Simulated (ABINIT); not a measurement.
# GaN (P6_3mc): refractive index against wavelength

The refractive index of GaN (P6_3mc) along x below the direct gap (2.01 eV on the mesh) is read from one computed spectrum, n = √(Re ε). x, y and z are the Cartesian axes of the input cell.

Cell: a, b, c = 3.180, 3.180, 5.166 Å (primitive vectors), 4 atoms.

Method: ABINIT 10.8.3, LDA, independent particles, k-mesh 12×12×7, Lorentzian half width 0.04 eV.

Launch of the response step: `optic optic.abi`. The run took 6.4 min, its band step included, on 4 threads of AMD EPYC (Zen 3) (shared host).

```tsv
wavelength (nm)	photon energy E (eV)	n
3000	0.413	2.4192
2000	0.620	2.4257
1550	0.800	?
1310	0.946	2.4421
1064	1.165	2.4585
```

In the single-oscillator model n² − 1 = E₀E_d/(E₀² − E²), so 1/(n² − 1) = E₀/E_d − E²/(E₀E_d) is linear in E².

Working, on the rows shown:

| x = E² (eV²) | y = 1/(n² − 1) |
| --- | --- |
| 0.170801 | 0.206078 |
| 0.384302 | 0.204749 |
| 0.895757 | 0.201456 |
| 1.35784 | 0.198247 |

Means: x̄ = 0.70218, ȳ = 0.20263. Σ(x − x̄)(y − ȳ) = -0.005607, Σ(x − x̄)² = 0.8508. Slope = -0.005607 / 0.8508 = -0.006591; intercept = ȳ − slope · x̄ = 0.20726. Turned back into n, the line misses the rows shown by at most 0.0005.

**Question.** Predict the last column of the withheld row from the fit.

**Answer.** At x = 0.63984 the line gives y = 0.20304, that is 2.4341. The run gave 2.4337, so the interpolation is off by 0.00044, 1.1 % of the range in the table.

Refitted with all rows, the slope is -0.006596 and the intercept 0.20728. These give E₀ = √(intercept/−slope) = 5.61 eV and E_d = E₀/intercept = 27.0 eV; E₀ is 2.8 times the direct gap. The electronic limit at long wavelengths, without lattice vibrations, is n = √(1 + 1/intercept) = 2.413. The cell comes from an older database entry, whose edges can be off by a per cent or so. Excitons are left out and so are local fields; LDA gaps are as a rule too small. The values come from a sum over the points of one k-mesh and carry its error, which grows as the direct gap shrinks. Spin-orbit coupling is left out.

[Logs are printed without paths, hosts, clocks, repeated set-up lines and the standing remarks that a program may print on its own settings, such as how far it seeks lower states.]
